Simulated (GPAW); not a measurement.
# Local fields in the sheet polarisability of RuBr2 (1T monolayer)

Aim: the sheet polarisability of RuBr2 (1T monolayer), with and without local fields.

Calculated with GPAW 26.7.0; LDA and many-body steps on it, plane waves.

### 1. The starting structure

The cell holds 3 atoms: 1 Ru and 2 Br. Its edges and angles: a = 3.688 Å, b = 3.688 Å, c = 14.200 Å, α = 90.0°, β = 90.0°, γ = 120.0°. Vacuum lies along c.

Coordinates:

```xyz
3
Lattice="3.6879 0.0000 0.0000 -1.8440 3.1938 0.0000 0.0000 0.0000 14.2000" Properties=species:S:1:pos:R:3
Ru    0.0000    0.0000    7.1000
Br    0.0000    2.1292    8.3819
Br    1.8440    1.0646    5.8181
```

The structure was relaxed with LDA. The runs that relaxed it are not among those shown.

### 2. Empty states on the mesh, 12×12×1 mesh, 85 bands

This step: GPAW 26.7.0; DFT, LDA, plane waves, PAW.

The sums over transitions need many empty states on a uniform mesh; this step solves for them.

run.py

```python
import json
import numpy as np
from gpaw.mpi import world
from gpaw import GPAW

calc = GPAW('gs.gpw').fixed_density(kpts={'size': (12, 12, 1), 'gamma': True},
    nbands=99,
    convergence={'bands': 85},
    txt='nscf.txt')
calc.write('full.gpw', mode='all')
res = {}
kpts = calc.get_ibz_k_points()
res['kpts'] = kpts
res['eigenvalues'] = [calc.get_eigenvalues(kpt=k) for k in range(len(kpts))]
res['n_electrons'] = calc.get_number_of_electrons()

if world.rank == 0:
    with open('result.json', 'w') as f:
        json.dump(res, f, default=lambda x: x.tolist())
```

The run is started by

```
$ mpirun -n 8 gpaw python run.py
```

Numbers of over 12 decimals in the logs are rounded to 6 here.

Output:

```text
Diagonalizing LCAO Hamiltonian
Converting LCAO to pw mode
convergence criteria:
- Maximum integral of absolute [eigenst]ate change: 4e-08 eV^2 / valence electron
maximum number of iterations: 100

SCF iterations
|iter     |     time |      energy | eigst |  dens |
|iter:   1|  |             | +3.75 |       |
|iter:   2|  |             | +2.45 |       |
|iter:   3|  |             | +1.32 |       |
[...]
|iter:  10|  |             | -6.19 |       |
|iter:  11|  |             | -6.91 |       |
|iter:  12|  |             | -7.58c|       |
SCF steps: 12
  __  _  _
 | _ |_)|_||  |
 |__||  | ||/\| - 26.7.0

Input parameters:
  mode=PW(ecut=450.000000),
  convergence={'bands': 85},
  gpts=array([20, 20, 70]),
  kpts=MonkhorstPack(size=(12, 12, 1), gamma=True),
  maxiter=100,
  nbands=99,
  occupations=Occupations(name='fermi-dirac', width=0.001, fixmagmom=False),
  parallel={},
  xc=XC(name='LDA')
# Writing to full.gpw (mode='all')
  [... matrices ...]

timing:  # [seconds]
  Total: 0.127  # ━━━━━━━━━━━━━━━━━━━━━━━━━━━━━━━━━━━━━━━━━━━━━━━━━━━━━━━━━━━
```

Elapsed: 24 s, on 8 MPI ranks of Arm Neoverse V2, shared host; peak memory 1.5 GiB.

This step gave:

```yaml
gap: 1.041 eV
k_of_the_valence_top: 0.25, -0.0833, 0
k_of_the_conduction_bottom: 0.25, 0, 0
least_direct_gap: 1.046 eV
k_points_computed: 19
lowest_point_of_the_top_converged_band_above_the_valence_top: 31.13 eV
```

On this mesh the gap is 1.041 eV.

### 3. RPA response

The response function is computed on a frequency grid, with local fields up to the given cutoff.

This step: linear response, RPA, on LDA, plane waves, PAW.

run.py

```python
import json
import numpy as np
from gpaw.mpi import world
from gpaw.response.df import DielectricFunction

df = DielectricFunction('full.gpw',
    ecut=50,
    nbands=85,
    eta=0.2,
    frequencies={'type': 'nonlinear', 'domega0': 0.05, 'omega2': 10.0},
    intraband=False,
    truncation='2D',
    txt='df.txt')
res = {'optical': {}, 'eels': []}
for d in 'x':
    y0, y = df.get_polarizability(direction=d, xc='RPA', filename=None)
    res['optical'][d] = [y0.real, y0.imag, y.real, y.imag]
res['w'] = df.get_frequencies()
for q_c in [[0.0833333333, 0, 0], [0.25, 0, 0], [0.5, 0, 0], [0.75, 0, 0], [1.25, 0, 0]]:
    res['eels'].append(df.get_eels_spectrum(q_c=q_c, xc='RPA', filename=None))

if world.rank == 0:
    with open('result.json', 'w') as f:
        json.dump(res, f, default=lambda x: x.tolist())
```

The run is started by

```
$ mpirun -n 8 gpaw python run.py
```

Output:

```text
Using integrator: PointIntegrator
NonLinearFrequencyDescriptor(from 0.000 to 105.605 eV, 394 points)
Nonperiodic BCs:  [False False  True]
Using integrator: PointIntegrator
NonLinearFrequencyDescriptor(from 0.000 to 105.605 eV, 394 points)
Nonperiodic BCs:  [False False  True]

Calculating chi0 body with:
    Ground state adapter containing:
    Number of spins: 1
    Number of kpoints: 144
    Number of irreducible kpoints: 19
    Number of completely occupied states: 15
    Number of partially occupied states: 15
    Occupied states memory: 6.40869140625 M / cpu

    Linear response parametrization:
    q_c: [0.0, 0.0, 0.0]
    Number of frequency points: 394
    Planewave cutoff: 50.0
    Number of bands: 85
    Number of planewaves: 125
    Broadening (eta): 0.2
    comm.size: 8
    kncomm.size: 8
    blockcomm.size: 1

    Memory estimate of potentially large arrays:
        chi0_wGG: 93.936920 M / cpu
Integrating chi0 body.

Symmetries of q_c:
    Direct symmetries (Uq -> q): 12
    Indirect symmetries (TUq -> q): 0
In total 12 allowed symmetries.

  [... matrices ...]
19 groups of equivalent kpoints. 86.805556% reduction.

Integral kind: spectral function

Calculating chi0 optical extensions with:
    Ground state adapter containing:
    Number of spins: 1
    Number of kpoints: 144
    Number of irreducible kpoints: 19
    Number of completely occupied states: 15
    Number of partially occupied states: 15
    Occupied states memory: 6.40869140625 M / cpu

    Linear response parametrization:
    Number of frequency points: 394
    Planewave cutoff: 50.0
    Number of bands: 85
    Number of planewaves: 125
    Broadening (eta): 0.2
Integrating chi0 head and wings.

Symmetries of q_c:
    Direct symmetries (Uq -> q): 12
    Indirect symmetries (TUq -> q): 0
In total 12 allowed symmetries.

  [... matrices ...]
19 groups of equivalent kpoints. 86.805556% reduction.

Integral kind: spectral function wings

Calculating chi0 body with:
    Ground state adapter containing:
    Number of spins: 1
    Number of kpoints: 144
    Number of irreducible kpoints: 19
    Number of completely occupied states: 15
    Number of partially occupied states: 15
    Occupied states memory: 6.40869140625 M / cpu

    Linear response parametrization:
    q_c: [0.0833333333, 0.0, 0.0]
    Number of frequency points: 394
    Planewave cutoff: 50.0
    Number of bands: 85
    Number of planewaves: 127
    Broadening (eta): 0.2
    comm.size: 8
    kncomm.size: 8
    blockcomm.size: 1

    Memory estimate of potentially large arrays:
        chi0_wGG: 96.966949 M / cpu
Integrating chi0 body.

Symmetries of q_c:
    Direct symmetries (Uq -> q): 2
    Indirect symmetries (TUq -> q): 0
In total 2 allowed symmetries.

  [... matrices ...]
78 groups of equivalent kpoints. 45.833333% reduction.

Integral kind: spectral function

[... 4 further calls ...]
```

Wall time 38 s (8 MPI ranks); peak memory 4.1 GiB.

This step gave:

```
static polarisability of the sheet (Å) : 4.199
the same without local fields          : 4.538
```

The static value is 4.20.

The Im polarisability of the sheet has structure finer than the step of the table below, so its rows give means over 2 eV, whole bins alone (the curve runs from 0 to 39.8 eV). Peaks (eV: height): xx, no local fields 2.2: 3.86, 5.2: 3.95, 10.2: 2.20; xx, local fields 2.2: 3.73, 5.2: 3.43, 10.2: 1.91.

RPA, broadening 0.2 eV. Table of Im polarisability of the sheet by photon energy; means over each step:

| photon energy (eV) | xx, no local fields (Å) | xx, local fields (Å) |
| --- | --- | --- |
| 2 | 2.74 | 2.64 |
| 4 | 2.30 | 1.94 |
| 6 | 3.02 | 2.81 |
| 8 | 1.70 | 1.62 |
| 10 | 1.86 | 1.61 |
| 12 | 1.57 | 1.18 |
| 14 | 1.26 | 0.992 |
| 16 | 0.601 | 0.632 |
| 18 | 0.369 | 0.346 |
| 20 | 0.259 | 0.300 |
| 22 | 0.209 | 0.274 |
| 24 | 0.143 | 0.213 |
| 26 | 0.103 | 0.155 |
| 28 | 0.0859 | 0.137 |
| 30 | 0.0619 | 0.107 |
| 32 | 0.0495 | 0.0910 |
| 34 | 0.0269 | 0.0748 |
| 36 | 0.0172 | 0.0642 |
| 38 | 0.00738 | 0.0241 |

### 4. RPA response, local-field cutoff (12×12×1 mesh, 85 bands, screening to 15 eV, broadening 0.2 eV)

Changes to run.py since step 3:

```diff
@@ -6,3 +6,3 @@
 df = DielectricFunction('full.gpw',
-    ecut=50,
+    ecut=15,
     nbands=85,
@@ -18,3 +18,3 @@
 res['w'] = df.get_frequencies()
-for q_c in [[0.0833333333, 0, 0], [0.25, 0, 0], [0.5, 0, 0], [0.75, 0, 0], [1.25, 0, 0]]:
+for q_c in [[0.5, 0, 0]]:
     res['eels'].append(df.get_eels_spectrum(q_c=q_c, xc='RPA', filename=None))
```

The run is started by

```
$ mpirun -n 8 gpaw python run.py
```

Output:

```text
Using integrator: PointIntegrator
NonLinearFrequencyDescriptor(from 0.000 to 105.605 eV, 394 points)
Nonperiodic BCs:  [False False  True]
Using integrator: PointIntegrator
NonLinearFrequencyDescriptor(from 0.000 to 105.605 eV, 394 points)
Nonperiodic BCs:  [False False  True]

Calculating chi0 body with:
    Ground state adapter containing:
    Number of spins: 1
    Number of kpoints: 144
    Number of irreducible kpoints: 19
    Number of completely occupied states: 15
    Number of partially occupied states: 15
    Occupied states memory: 6.40869140625 M / cpu

    Linear response parametrization:
    q_c: [0.0, 0.0, 0.0]
    Number of frequency points: 394
    Planewave cutoff: 15.0
    Number of bands: 85
    Number of planewaves: 15
    Broadening (eta): 0.2
    comm.size: 8
    kncomm.size: 8
    blockcomm.size: 1

    Memory estimate of potentially large arrays:
        chi0_wGG: 1.352692 M / cpu
Integrating chi0 body.

Symmetries of q_c:
    Direct symmetries (Uq -> q): 12
    Indirect symmetries (TUq -> q): 0
In total 12 allowed symmetries.

  [... matrices ...]
19 groups of equivalent kpoints. 86.805556% reduction.

Integral kind: spectral function

Calculating chi0 optical extensions with:
    Ground state adapter containing:
    Number of spins: 1
    Number of kpoints: 144
    Number of irreducible kpoints: 19
    Number of completely occupied states: 15
    Number of partially occupied states: 15
    Occupied states memory: 6.40869140625 M / cpu

    Linear response parametrization:
    Number of frequency points: 394
    Planewave cutoff: 15.0
    Number of bands: 85
    Number of planewaves: 15
    Broadening (eta): 0.2
Integrating chi0 head and wings.

Symmetries of q_c:
    Direct symmetries (Uq -> q): 12
    Indirect symmetries (TUq -> q): 0
In total 12 allowed symmetries.

  [... matrices ...]
19 groups of equivalent kpoints. 86.805556% reduction.

Integral kind: spectral function wings

Calculating chi0 body with:
    Ground state adapter containing:
    Number of spins: 1
    Number of kpoints: 144
    Number of irreducible kpoints: 19
    Number of completely occupied states: 15
    Number of partially occupied states: 15
    Occupied states memory: 6.40869140625 M / cpu

    Linear response parametrization:
    q_c: [0.5, 0.0, 0.0]
    Number of frequency points: 394
    Planewave cutoff: 15.0
    Number of bands: 85
    Number of planewaves: 24
    Broadening (eta): 0.2
    comm.size: 8
    kncomm.size: 8
    blockcomm.size: 1

    Memory estimate of potentially large arrays:
        chi0_wGG: 3.462890625 M / cpu
Integrating chi0 body.

Symmetries of q_c:
    Direct symmetries (Uq -> q): 4
    Indirect symmetries (TUq -> q): 0
In total 4 allowed symmetries.

  [... matrices ...]
43 groups of equivalent kpoints. 70.138889% reduction.

Integral kind: spectral function
```

Elapsed: 10 s, on 8 MPI ranks; peak memory 2.4 GiB; 71 s of CPU time.

This step gave:

| Item | Value |
| --- | --- |
| static polarisability of the sheet (Å) | 4.537 |
| the same without local fields | 4.538 |

The static value is 4.54.

RPA, broadening 0.2 eV. Im polarisability of the sheet against photon energy; read off at these points:

| photon energy (eV) | xx, no local fields (Å) | xx, local fields (Å) |
| --- | --- | --- |
| 0.0 | 0 | 0 |
| 1.0 | 1.20 | 1.20 |
| 2.0 | 3.69 | 3.68 |
| 2.2 | 3.86 | 3.85 |
| 3.0 | 1.05 | 1.06 |
| 4.0 | 2.87 | 2.86 |
| 5.0 | 3.62 | 3.62 |
| 5.2 | 3.95 | 3.94 |
| 6.0 | 2.92 | 2.94 |
| 7.0 | 2.42 | 2.43 |
| 8.0 | 1.41 | 1.43 |
| 9.0 | 1.34 | 1.36 |
| 10.0 | 2.11 | 2.13 |
| 10.2 | 2.20 | 2.18 |
| 11.0 | 1.89 | 1.81 |
| 12.0 | 1.39 | 1.35 |
| 13.0 | 1.33 | 1.28 |
| 14.0 | 1.35 | 1.36 |
| 15.0 | 0.867 | 0.893 |
| 16.0 | 0.610 | 0.632 |
| 17.0 | 0.402 | 0.414 |
| 18.0 | 0.378 | 0.390 |
| 19.0 | 0.298 | 0.314 |
| 20.0 | 0.237 | 0.249 |
| 21.0 | 0.257 | 0.272 |
| 22.0 | 0.209 | 0.223 |
| 23.0 | 0.169 | 0.177 |
| 24.0 | 0.145 | 0.150 |
| 25.0 | 0.123 | 0.125 |
| 26.0 | 0.103 | 0.101 |
| 27.0 | 0.0908 | 0.0904 |
| 28.0 | 0.0920 | 0.0922 |
| 29.0 | 0.0678 | 0.0651 |
| 30.0 | 0.0634 | 0.0607 |
| 31.0 | 0.0584 | 0.0550 |
| 32.0 | 0.0500 | 0.0478 |
| 33.0 | 0.0369 | 0.0359 |
| 34.0 | 0.0249 | 0.0247 |
| 35.0 | 0.0220 | 0.0214 |
| 36.0 | 0.0167 | 0.0162 |
| 37.0 | 0.0122 | 0.0113 |
| 38.0 | 0.00673 | 0.00618 |
| 39.0 | 0.00488 | 0.00440 |

### 5. RPA response, fewer bands (12×12×1 mesh, 17 bands, screening to 50 eV, broadening 0.2 eV)

Changes to run.py since step 4:

```diff
@@ -6,4 +6,4 @@
 df = DielectricFunction('full.gpw',
-    ecut=15,
-    nbands=85,
+    ecut=50,
+    nbands=17,
     eta=0.2,
@@ -18,3 +18,3 @@
 res['w'] = df.get_frequencies()
-for q_c in [[0.5, 0, 0]]:
+for q_c in []:
     res['eels'].append(df.get_eels_spectrum(q_c=q_c, xc='RPA', filename=None))
```

The run is started by

```
$ mpirun -n 8 gpaw python run.py
```

Output:

```text
Using integrator: PointIntegrator
NonLinearFrequencyDescriptor(from 0.000 to 73.944 eV, 365 points)
Nonperiodic BCs:  [False False  True]
Using integrator: PointIntegrator
NonLinearFrequencyDescriptor(from 0.000 to 73.944 eV, 365 points)
Nonperiodic BCs:  [False False  True]

Calculating chi0 body with:
    Ground state adapter containing:
    Number of spins: 1
    Number of kpoints: 144
    Number of irreducible kpoints: 19
    Number of completely occupied states: 15
    Number of partially occupied states: 15
    Occupied states memory: 6.40869140625 M / cpu

    Linear response parametrization:
    q_c: [0.0, 0.0, 0.0]
    Number of frequency points: 365
    Planewave cutoff: 50.0
    Number of bands: 17
    Number of planewaves: 125
    Broadening (eta): 0.2
    comm.size: 8
    kncomm.size: 8
    blockcomm.size: 1

    Memory estimate of potentially large arrays:
        chi0_wGG: 87.022781 M / cpu
Integrating chi0 body.

Symmetries of q_c:
    Direct symmetries (Uq -> q): 12
    Indirect symmetries (TUq -> q): 0
In total 12 allowed symmetries.

  [... matrices ...]
19 groups of equivalent kpoints. 86.805556% reduction.

Integral kind: spectral function

Calculating chi0 optical extensions with:
    Ground state adapter containing:
    Number of spins: 1
    Number of kpoints: 144
    Number of irreducible kpoints: 19
    Number of completely occupied states: 15
    Number of partially occupied states: 15
    Occupied states memory: 6.40869140625 M / cpu

    Linear response parametrization:
    Number of frequency points: 365
    Planewave cutoff: 50.0
    Number of bands: 17
    Number of planewaves: 125
    Broadening (eta): 0.2
Integrating chi0 head and wings.

Symmetries of q_c:
    Direct symmetries (Uq -> q): 12
    Indirect symmetries (TUq -> q): 0
In total 12 allowed symmetries.

  [... matrices ...]
19 groups of equivalent kpoints. 86.805556% reduction.

Integral kind: spectral function wings
```

The job ended after 5.7 s (8 MPI ranks; peak memory 3.4 GiB; 40 s of CPU time).

This step gave:

```yaml
static_polarisability_of_the_sheet_a: 3.298
the_same_without_local_fields: 3.411
```

### 6. RPA response, scissors (12×12×1 mesh, 85 bands, screening to 50 eV, broadening 0.2 eV)

Changes to run.py since step 5:

```diff
@@ -7,3 +7,3 @@
     ecut=50,
-    nbands=17,
+    nbands=85,
     eta=0.2,
@@ -12,2 +12,3 @@
     truncation='2D',
+    eshift=1.0,
     txt='df.txt')
```

The run is started by

```
$ mpirun -n 8 gpaw python run.py
```

Output:

```text
Using integrator: PointIntegrator
NonLinearFrequencyDescriptor(from 0.000 to 105.605 eV, 394 points)
Nonperiodic BCs:  [False False  True]
Using integrator: PointIntegrator
NonLinearFrequencyDescriptor(from 0.000 to 105.605 eV, 394 points)
Nonperiodic BCs:  [False False  True]

Calculating chi0 body with:
    Ground state adapter containing:
    Number of spins: 1
    Number of kpoints: 144
    Number of irreducible kpoints: 19
    Number of completely occupied states: 15
    Number of partially occupied states: 15
    Occupied states memory: 6.40869140625 M / cpu

[...]
Number of spins: 1
    Number of kpoints: 144
    Number of irreducible kpoints: 19
    Number of completely occupied states: 15
    Number of partially occupied states: 15
    Occupied states memory: 6.40869140625 M / cpu

    Linear response parametrization:
    Number of frequency points: 394
    Planewave cutoff: 50.0
    Number of bands: 85
    Number of planewaves: 125
    Broadening (eta): 0.2
Integrating chi0 head and wings.

Symmetries of q_c:
    Direct symmetries (Uq -> q): 12
    Indirect symmetries (TUq -> q): 0
In total 12 allowed symmetries.

  [... matrices ...]
19 groups of equivalent kpoints. 86.805556% reduction.

Integral kind: spectral function wings
```

The job ended after 8.7 s (8 MPI ranks; peak memory 3.8 GiB; 61 s of CPU time).

Numbers from this step:

| Quantity | Value |
| --- | --- |
| static polarisability of the sheet (Å) | 3.170 |
| the same without local fields | 3.426 |

The static value is 3.17.

### 7. RPA response, no empty band (12×12×1 mesh, 15 bands, screening to 30 eV, broadening 0.2 eV)

Changes to run.py since step 6:

```diff
@@ -6,4 +6,4 @@
 df = DielectricFunction('full.gpw',
-    ecut=50,
-    nbands=85,
+    ecut=30,
+    nbands=15,
     eta=0.2,
@@ -12,3 +12,2 @@
     truncation='2D',
-    eshift=1.0,
     txt='df.txt')
```

The run is started by

```
$ mpirun -n 8 gpaw python run.py
```

Output:

```text
Using integrator: PointIntegrator
NonLinearFrequencyDescriptor(from 0.000 to 72.321 eV, 363 points)
Nonperiodic BCs:  [False False  True]
Using integrator: PointIntegrator
NonLinearFrequencyDescriptor(from 0.000 to 72.321 eV, 363 points)
Nonperiodic BCs:  [False False  True]

Calculating chi0 body with:
    Ground state adapter containing:
    Number of spins: 1
    Number of kpoints: 144
    Number of irreducible kpoints: 19
    Number of completely occupied states: 15
    Number of partially occupied states: 15
    Occupied states memory: 6.40869140625 M / cpu

[...]
Number of spins: 1
    Number of kpoints: 144
    Number of irreducible kpoints: 19
    Number of completely occupied states: 15
    Number of partially occupied states: 15
    Occupied states memory: 6.40869140625 M / cpu

    Linear response parametrization:
    Number of frequency points: 363
    Planewave cutoff: 30.0
    Number of bands: 15
    Number of planewaves: 67
    Broadening (eta): 0.2
Integrating chi0 head and wings.

Symmetries of q_c:
    Direct symmetries (Uq -> q): 12
    Indirect symmetries (TUq -> q): 0
In total 12 allowed symmetries.

  [... matrices ...]
19 groups of equivalent kpoints. 86.805556% reduction.

Integral kind: spectral function wings
```

The job ended after 4.8 s (8 MPI ranks; peak memory 2.5 GiB).

Numbers from this step:

```yaml
static_polarisability_of_the_sheet_a: 0
the_same_without_local_fields: 0
```

The run ended normally, though the input holds a fault or crude settings.

The fault put into this input: no empty band.

### 8. The runs together

Times are wall times on 8 MPI ranks of Arm Neoverse V2, shared host, good to a factor of about two.

The polarisability of a sheet is α = (ε − 1) L / 4π, with L the height of the cell, and does not depend on L.

| run | static polarisability (Å) | without local fields | time |
| --- | --- | --- | --- |
| RPA response | 4.20 | 4.54 | 38 s |
| RPA response, local-field cutoff (12×12×1 mesh, 85 bands, screening to 15 eV, broadening 0.2 eV) | 4.54 | 4.54 | 10 s |
| RPA response, fewer bands (12×12×1 mesh, 17 bands, screening to 50 eV, broadening 0.2 eV) | 3.30 | 3.41 | 5.7 s |
| RPA response, scissors (12×12×1 mesh, 85 bands, screening to 50 eV, broadening 0.2 eV) | 3.17 | 3.43 | 8.7 s |

### 9. What came out

```
RPA response                                                                                     : static polarisability (Å) 4.20
RPA response, local-field cutoff (12×12×1 mesh, 85 bands, screening to 15 eV, broadening 0.2 eV) : static polarisability (Å) 4.54
RPA response, fewer bands (12×12×1 mesh, 17 bands, screening to 50 eV, broadening 0.2 eV)        : static polarisability (Å) 3.30
RPA response, scissors (12×12×1 mesh, 85 bands, screening to 50 eV, broadening 0.2 eV)           : static polarisability (Å) 3.17
```

In the optical limit the electronic static polarisability (Å) is 4.20, against 4.54 without local fields. RPA response, local-field cutoff (12×12×1 mesh, 85 bands, screening to 15 eV, broadening 0.2 eV): static polarisability (Å) = 4.54. RPA response, fewer bands (12×12×1 mesh, 17 bands, screening to 50 eV, broadening 0.2 eV): static polarisability (Å) = 3.30. RPA response, scissors (12×12×1 mesh, 85 bands, screening to 50 eV, broadening 0.2 eV): static polarisability (Å) = 3.17. ε(0) converges slowly with a Γ-centred mesh, and this one is not shown settled. Unless a shift is named, the levels are those of the density functional, and only a kernel with a long-range part can bind an exciton.

[Paths, hosts, dates, memory and timing lines, banners, echoed tables and standing remarks are left out of the program output.]

[Logs are printed without paths, hosts, clocks, repeated set-up lines and the standing remarks that a program may print on its own settings, such as how far it seeks lower states.]

[Runs of the session that timed out or met a known fault of the program may be left out.]

[Hosts, paths, dates, database ids (printed as entryN), source tags and the programs' standing remarks are cut or masked in the printed files.]
